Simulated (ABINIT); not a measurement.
An input for ABINIT 10.8.3 (LiF (Griceite)):

```
acell 3*1.0 Angstrom
rprim 
  -0.000000000000 2.014000000000 2.014000000000
  2.014000000000 -0.000000000000 2.014000000000
  2.014000000000 2.014000000000 -0.000000000000
ntypat 2
znucl 3 9
natom 2
typat 1 2
xred 
  0.000000000000 0.000000000000 0.000000000000
  0.500000000000 0.500000000000 0.500000000000
pp_dirpath "pseudos"
pseudos "Li.upf, F.upf"
ecut 36
ngkpt 10 10 10
nshiftk 1
shiftk 0 0 0
kptopt 1
chksymbreak 0
irdden 1
istwfk *1
nband 134
prtvol 0
optdriver 6
gwr_task "HDIAGO"
paral_kgb 0
occopt 1
indata_prefix "in"
outdata_prefix "out"
tmpdata_prefix "tmp"
```

```sh
OMP_NUM_THREADS=1 mpirun -n 4 abinit run.abi > log
```

Q: How long will it take on 4 MPI ranks of Intel Xeon Platinum 8375C at 2.90GHz (Ice Lake), shared host, and how much memory?

It took 21 s; on shared hardware allow 10 s to 41 s. Peak host memory was 0.47 GiB.

[Paths, hosts, dates, memory and timing lines, banners, echoed tables and standing remarks are left out of the program output.]

[Logs are printed without paths, hosts, clocks, repeated set-up lines and the standing remarks that a program may print on its own settings, such as how far it seeks lower states.]

[Runs of the session that timed out or met a known fault of the program may be left out.]

[Hosts, paths, dates, database ids (printed as entryN), source tags and the programs' standing remarks are cut or masked in the printed files.]

[G0W0 gaps are taken among the corrected bands and points alone; a level outside them can change the order at an edge.]

[Where Ansatz stands beside ABINIT at settings called matched, ABINIT's density can come from a denser mesh and the files from another edition; pairs whose starting gaps differed by over 0.03 eV were left out, so agreement reads better than it is.]
